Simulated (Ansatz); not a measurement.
# ρ(T) of Cr2Mo in the C11b ordering in two numbers

Aim: condense the phonon-limited resistivity of Cr2Mo in the C11b ordering into a transport Debye temperature and an amplitude, and test the fit on a temperature held back.

The resistivities were computed with Ansatz 0.2.0 (DFT PBE, scalar-relativistic, plane waves, PAW) from the linearised Boltzmann equation with harmonic phonons, on q 3×3×3, k 9×9×9, scattering 16×16×16; the fit below is done by hand on them.

The structure was built from a prototype and need not be the compound's stable phase.

## 1. Computed resistivities

The structure is tetragonal, space group I4/mmm (No. 139). The conventional cell has a = 2.967 Å, b = 2.967 Å, c = 8.890 Å, α = 90.00°, β = 90.00°, γ = 90.00°. Mo on site a is surrounded by 8 Cr at 2.59 Å. Cr on site e is surrounded by 4 Cr at 2.52 Å and 4 Mo at 2.59 Å.

This is the relaxed cell of the run, from steps not shown here.

The mean resistivity of the three axes from 50 to 800 K, with one row held back; the colder rows stay outside the fit and test it at the end:

```csv
T (K),ρ (μΩ cm)
50,0.1296
77,0.6654
100,1.416
150,?
200,5.415
300,9.213
400,12.82
600,19.86
800,26.79
```

The resistivity is not converged: the component that moves most changes by 14 % between the two finest meshes at 300 K. The structure is a hand-built model.

## 2. Model and fit

Bloch and Grüneisen's form is ρ(T) = A (T/Θ)⁵ J₅(Θ/T), with J₅(z) the integral of x⁵/((eˣ − 1)(1 − e⁻ˣ)) from 0 to z. It goes as T⁵ far below Θ and as A T/(4Θ) far above. For a trial Θ the best A is the geometric mean of ρ/[(T/Θ)⁵ J₅] over the rows, and the scatter of that ratio measures the fit:

```csv
Θ (K),A (μΩ cm),scatter (%)
260,24.48,46.3
348,39.33,23.2
390,48.40,11.9
434,59.54,0.7
478,72.59,11.5
542,95.44,27.6
652,147.6,53.4
```

The scatter is least at Θ = 434 K, with A = 59.54 μΩ cm (0.7 % r.m.s.).

```csv
T (K),computed,fit
50,0.1296,0.1306
77,0.6654,0.6660
100,1.416,1.404
200,5.415,5.340
300,9.213,9.181
400,12.82,12.86
600,19.86,19.99
800,26.79,26.99
```

## 3. The row held back

At T = 150 K, Θ/T = 2.893, J₅ = 11.38 and (T/Θ)⁵ = 0.004932, so the fit gives 3.343 μΩ cm. The computed value is 3.401 μΩ cm: the fit is off by -1.71 %. Outside its range, at 20 K, it gives 0.00154 against 0.00139 μΩ cm computed, 1.11 times that; at that temperature the run's own test moves by 5 % between meshes in the component that moves most. Among the rows used, the largest miss is -1.4 %, at 200 K.

## 4. What the two numbers mean

Θ = 434 K is 1.48 times ħω_log/k_B (293 K) and 0.97 of the highest phonon frequency (449 K). The high-temperature slope of the fit, A/(4Θ), is 0.0343 μΩ cm/K. The same slope from the run's transport coupling and plasma energy, 2π k_B λ_tr/(ħ ε₀ ω_p²) with λ_tr = 0.430 and ħω_p = 6.93, 6.93, 7.13 (xx, yy, zz) eV, is 0.0354 μΩ cm/K in the mean of the axes, +3.2 % from it. For comparison, the computed rows rise by 0.0347 μΩ cm/K between the two hottest.

## 5. Summary of results

```yaml
theta: 434 K
a: 59.54 μΩ cm
scatter_of_the_fit: 0.7 %
held_back_row_at_150_k_fit_against_computed: 3.343 against 3.401 μΩ cm
```

In words: Two numbers, Θ = 434 K and A = 59.5 μΩ cm, hold the computed ρ(T) from 50 to 800 K within 0.74 % r.m.s. and predict the held-back row within 1.71 %. By the run's own test the resistivity at 300 K moves by 14 % between its two finest scattering meshes, in the component that moves most. The fit describes the calculation: impurities, thermal expansion, changes of phase and anharmonicity are in neither.

[Logs are printed without paths, hosts, clocks, repeated set-up lines and the standing remarks that a program may print on its own settings, such as how far it seeks lower states.]

[Hosts, paths, dates, database ids (printed as entryN), source tags and the programs' standing remarks are cut or masked in the printed files.]
